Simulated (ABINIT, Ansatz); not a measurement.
# Te (P3_121): G0W0 on several meshes in ABINIT, part 2 of 2

Wanted: mesh dependence and cost of G0W0 for Te (P3_121).

ABINIT 10.8.3; PBE and many-body steps on it, plane waves. Known limits of the many-body steps: not at the basis limit; model gap, bands may invert with spin-orbit coupling; screening runs away on this mesh; no spin-orbit coupling; coarse k mesh.

So far. Step 4 (3×3×2): The gap on the mesh goes from 0.18 eV to 0.46 eV, a correction of +0.27 eV. Step 5 (Empty states on the mesh, 3×3×4 mesh, 333 bands): On this mesh the gap is 0.182 eV.

**7. 3×3×4**

This step: G0W0 on PBE, plane waves, norm-conserving pseudopotentials.

File run.abi:

```
acell 3*1.0 Angstrom
rprim 
  4.457199999972 0.000000000006 0.000000000000
  -2.228599999992 3.860048429721 0.000000000000
  0.000000000000 0.000000000000 5.929000000000
ntypat 1
znucl 52
natom 3
typat 1 1 1
xred 
  0.263300000000 0.000000000000 0.333333333333
  0.000000000000 0.263300000000 0.666666666667
  0.736700000000 0.736700000000 -0.000000000000
pp_dirpath "pseudos"
pseudos "Te.upf"
ecut 39
ngkpt 3 3 4
nshiftk 1
shiftk 0 0 0
kptopt 1
chksymbreak 0
istwfk *1
occopt 1
irdwfk 1
optdriver 4
nband 303
gwcalctyp 0
ecutsigx 39
symsigma 1
nkptgw 2
kptgw 
  0.3333333333 0.3333333333 0.5000000000
  0.0000000000 0.0000000000 0.0000000000
bdgw 
  35 39
  34 38
ecuteps 6.5
irdscr 1
ppmodel 1
indata_prefix "in"
outdata_prefix "out"
tmpdata_prefix "tmp"
```

Launch:

```bash
OMP_NUM_THREADS=1 mpirun -n 16 abinit run.abi > log
```

Numbers of over 12 decimals in the logs are rounded to 6 here.

The log of the run:

```text
.Version 10.8.3 of ABINIT. v10.8.2 released Aug 2026.

 Symmetries : space group P3_1 2 1 (#152); Bravais hP (primitive hexag.)
[... echo of the input left out ...]
== DATASET  1 ==================================================================
-   mpi_nproc: 16, omp_nthreads: 1 (-1 if OMP is not activated)

--- !DatasetInfo
iteration_state: {dtset: 1, }
dimensions: {natom: 3, nkpt: 10, mband: 303, nsppol: 1, nspinor: 1, nspden: 1, mpw: 8029, }
cutoff_energies: {ecut:  39.0, pawecutdg:  -1.0, }
electrons: {nelect:   7.20000000E+01, charge:   0.00000000E+00, occopt:   1.00000000E+00, tsmear:   1.00000000E-02, }

 SIGMA: Calculation of the GW corrections

 Based on a program developped by R.W. Godby, V. Olevano, G. Onida, and L. Reining.
 Incorporated in ABINIT by V. Olevano, G.-M. Rignanese, and M. Torrent.
.Using double precision arithmetic ; gwpc =  8

[... cell and pseudopotentials left out ...]
--------------------------------------------------------------------------------

 ==== K-mesh for the wavefunctions ====
 Number of points in the irreducible wedge :    10
[... list of points left out ...]
 Together with  6 symmetry operations and time-reversal symmetry
 yields    36 points in the full Brillouin Zone.

 ==== Q-mesh for screening function ====
 Number of points in the irreducible wedge :    10
[... list of points left out ...]
 Together with  6 symmetry operations and time-reversal symmetry
 yields    36 points in the full Brillouin Zone.

 vcoul_init : cutoff-mode = AUXILIARY_FUNCTION
 q-points for optical limit:   1
     1)      0.000010    0.000020    0.000030
 setmesh: FFT mesh size selected  =    45x   45x   72
          total number of points  =       145800

 Number of electrons calculated from density =   72.0000; Expected =   72.0000
[...]
number of omega for Sigma on real axis              0
 max omega for Sigma on real axis  [eV]           0.00
 zcut for avoiding poles [eV]                     0.10

 EPSILON^-1 parameters (SCR file):
 dimension of the eps^-1 matrix on file            529
 dimension of the eps^-1 matrix used               529
 number of plane-waves for wavefunctions          8029
 number of bands                                   303
 number of q-points in IBZ                          10
 number of frequencies                               2
 number of real frequencies                          1
 number of imag frequencies                          1

 matrix elements of self-energy operator (all in [eV])

 Perturbative Calculation

--- !SelfEnergy_ee
iteration_state: {dtset: 1, }
kpoint     : [   0.333,    0.333,    0.500, ]
spin       : 1
KS_gap     :    0.182
QP_gap     :    0.445
Delta_QP_KS:    0.263
data: !SigmaeeData |
     Band     E0 <VxcDFT>   SigX SigC(E0)      Z dSigC/dE  Sig(E)    E-E0       E
       35   6.789 -13.349 -13.960   0.264   0.790  -0.266 -13.623  -0.274   6.514
       36   6.789 -13.349 -13.960   0.264   0.790  -0.266 -13.623  -0.274   6.514
       37   6.970 -12.741  -9.672  -3.083   0.793  -0.261 -12.752  -0.011   6.959
[...]
--- !SelfEnergy_ee
iteration_state: {dtset: 1, }
kpoint     : [   0.000,    0.000,    0.000, ]
spin       : 1
KS_gap     :    1.788
QP_gap     :    2.175
Delta_QP_KS:    0.388
data: !SigmaeeData |
     Band     E0 <VxcDFT>   SigX SigC(E0)      Z dSigC/dE  Sig(E)    E-E0       E
[...]
37   7.841 -13.084  -9.569  -3.505   0.786  -0.272 -13.076   0.008   7.849
       38   7.841 -13.084  -9.569  -3.505   0.786  -0.272 -13.076   0.008   7.849

== END DATASET(S) ==============================================================
================================================================================

 -outvars: echo values of variables after computation  --------
           etotal      0.0000000000E+00
            nband         303
             nkpt          10
          spgroup         152
 [... the other variables as echoed above ...]

 Calculation completed.
```

Elapsed: 29 s, on 16 MPI ranks of Arm Neoverse V2, shared host; peak memory 6.4 GiB; 7.7 min of CPU time.

This step gave:

```
G0W0 gap on the points computed              : 0.4450 eV
starting gap on the mesh                     : 0.1818 eV
k of the valence top                         : 0.3333, 0.3333, 0.5
k of the conduction bottom                   : 0.3333, 0.3333, 0.5
Z at the valence top                         : 0.79
Z at the conduction bottom                   : 0.793
least direct G0W0 gap on the computed points : 0.4450 eV
```

Against G0W0 in ABINIT (3×3×2 mesh, 303 bands, screening to 176.9 eV, Godby-Needs plasmon pole), the gap moves by −0.010 eV.

**8. Side by side**

Times are wall times on 16 MPI ranks of Arm Neoverse V2, shared host, good to a factor of about two. A run's time includes the screening step that it read.

```
  run   mesh  bands  screening cutoff (eV)  DFT gap (eV)  gap on the mesh (eV)  direct (eV)  ε∞ used   time
3×3×2  3×3×2    303                  176.9         0.182                 0.455        0.455  1407.23  100 s
3×3×4  3×3×4    303                  176.9         0.182                 0.445        0.445   781.75  4 min
```

**9. Outcome**

| Item | Value |
| --- | --- |
| 3×3×2 | 0.455 eV |
| 3×3×4 | 0.445 eV |
| known limits | not at the basis limit; model gap, bands may invert with spin-orbit coupling; screening runs away on this mesh; no spin-orbit coupling; coarse k mesh |

3×3×4: −0.010 eV against 3×3×2. Bands and cutoff are finite, so the gap is not at the basis limit. The miss can reach some tenths of an eV and take either sign; the mesh is an error of its own. In the G0W0 runs levels were corrected at 2 k points alone, so a gap called «on the mesh» is the least over those, and an edge elsewhere would be missed. The 3×3×2 mesh is coarse for this cell, which bears on the long-range parts of exchange and screening. With atoms this heavy and so narrow a gap, spin-orbit coupling can invert the bands. These scalar-relativistic gaps are then model values, not to be set against experiment, and a spin-orbit change taken from DFT can't simply be added. On this mesh the RPA ε∞ passes 90, more than nearly any semiconductor shows; a coarse mesh does this where one point with a narrow direct gap carries much weight. The screening is then too strong, and the G0W0 gap should not be taken as the material's.

[Paths, hosts, dates, memory and timing lines, banners, echoed tables and standing remarks are left out of the program output.]

[Logs are printed without paths, hosts, clocks, repeated set-up lines and the standing remarks that a program may print on its own settings, such as how far it seeks lower states.]

[Runs of the session that timed out or met a known fault of the program may be left out.]

[Hosts, paths, dates, database ids (printed as entryN), source tags and the programs' standing remarks are cut or masked in the printed files.]

[G0W0 gaps are taken among the corrected bands and points alone; a level outside them can change the order at an edge.]

[Where Ansatz stands beside ABINIT at settings called matched, ABINIT's density can come from a denser mesh and the files from another edition; pairs whose starting gaps differed by over 0.03 eV were left out, so agreement reads better than it is.]
